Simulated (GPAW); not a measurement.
Consider KZnF3 (Pm-3m).

```xyz
5
Lattice="4.0500 0.0000 0.0000 0.0000 4.0500 0.0000 0.0000 0.0000 4.0500" Properties=species:S:1:pos:R:3 pbc="T T T"
Zn    2.0250    2.0250    2.0250
K     0.0000    0.0000    0.0000
F     2.0250    0.0000    2.0250
F     0.0000    2.0250    2.0250
F     2.0250    2.0250    0.0000
```

Absorber: atom 1, with 6 F at 2.02 Å (octahedral, site symmetry m-3m). Method: GPAW, RPBE, full core hole (charged cell), 20-atom cell with 7.0 Å between holes, 4×4×4 k points, dipole transitions, Gaussian full width 1.67 eV up to 4 eV, rising linearly to 3.5 eV at 25 eV.

Predict the near-edge structure at the Zn K edge.

Main maxima up to 30 eV above the zero (height): 5.8 eV (2.20), 9.6 eV (2.61), 19.0 eV (0.89) and 24.4 eV (0.85). A K edge sees empty p states on the absorber. The total-energy difference plus the lowest empty eigenvalue puts the zero at 9692.87 eV. One term is added: -30.96 eV, since the hole is spin-paired here and a spin-polarised one costs that much less in the free atom (computed apart). The photon energy is then 9661.91 eV. The tabulated edge of the element is 9659 eV. The functional and the charged cell's background leave an error of a few eV in such absolute values.

The Zn K spectrum (energy from the lowest empty level; intensity scaled to a mean of 1 over the first 20 eV):

| E (eV) | intensity |
| --- | --- |
| -2.0 | 0.00 |
| -1.5 | 0.00 |
| -1.0 | 0.00 |
| -0.5 | 0.00 |
| 0.0 | 0.00 |
| 0.5 | 0.00 |
| 1.0 | 0.00 |
| 1.5 | 0.01 |
| 2.0 | 0.05 |
| 2.5 | 0.14 |
| 3.0 | 0.26 |
| 3.5 | 0.42 |
| 4.0 | 0.65 |
| 4.5 | 1.05 |
| 5.0 | 1.59 |
| 5.5 | 2.06 |
| 6.0 | 2.20 |
| 6.5 | 1.95 |
| 7.0 | 1.62 |
| 7.5 | 1.53 |
| 8.0 | 1.72 |
| 8.5 | 2.09 |
| 9.0 | 2.44 |
| 9.5 | 2.61 |
| 10.0 | 2.49 |
| 10.5 | 2.10 |
| 11.0 | 1.62 |
| 11.5 | 1.21 |
| 12.0 | 0.94 |
| 12.5 | 0.78 |
| 13.0 | 0.67 |
| 13.5 | 0.57 |
| 14.0 | 0.49 |
| 14.5 | 0.40 |
| 15.0 | 0.32 |
| 15.5 | 0.27 |
| 16.0 | 0.28 |
| 16.5 | 0.35 |
| 17.0 | 0.47 |
| 17.5 | 0.63 |
| 18.0 | 0.77 |
| 18.5 | 0.86 |
| 19.0 | 0.89 |
| 19.5 | 0.86 |
| 20.0 | 0.79 |
| 20.5 | 0.71 |
| 21.0 | 0.64 |
| 21.5 | 0.61 |
| 22.0 | 0.61 |
| 22.5 | 0.66 |
| 23.0 | 0.72 |
| 23.5 | 0.79 |
| 24.0 | 0.84 |
| 24.5 | 0.85 |
| 25.0 | 0.82 |
| 25.5 | 0.75 |
| 26.0 | 0.67 |
| 26.5 | 0.58 |
| 27.0 | 0.50 |
| 27.5 | 0.43 |
| 28.0 | 0.38 |
| 28.5 | 0.36 |
| 29.0 | 0.34 |
| 29.5 | 0.33 |
| 30.0 | 0.34 |
| 30.5 | 0.36 |
| 31.0 | 0.38 |
| 31.5 | 0.41 |
| 32.0 | 0.44 |

The script folds with a Gaussian, whereas the core hole's own line is a Lorentzian, so the onset is too steep and the first peak too high. The structure is a published determination, not relaxed.

[Banner, clock and machine lines of the logs are left out without a mark of their own.]

[Logs are printed without paths, hosts, clocks, repeated set-up lines and the standing remarks that a program may print on its own settings, such as how far it seeks lower states.]

[Hosts, paths, dates, database ids (printed as entryN), source tags and the programs' standing remarks are cut or masked in the printed files.]

[Lists of maxima count a maximum above −3 eV only where it reaches 4 % of the highest in the window and stands out from its surroundings by 2 % of it (1.5 % where it reaches 55 %); shoulders and weaker maxima are passed over, and of the rest the first, up to two pre-edge ones and the few strongest are named.]
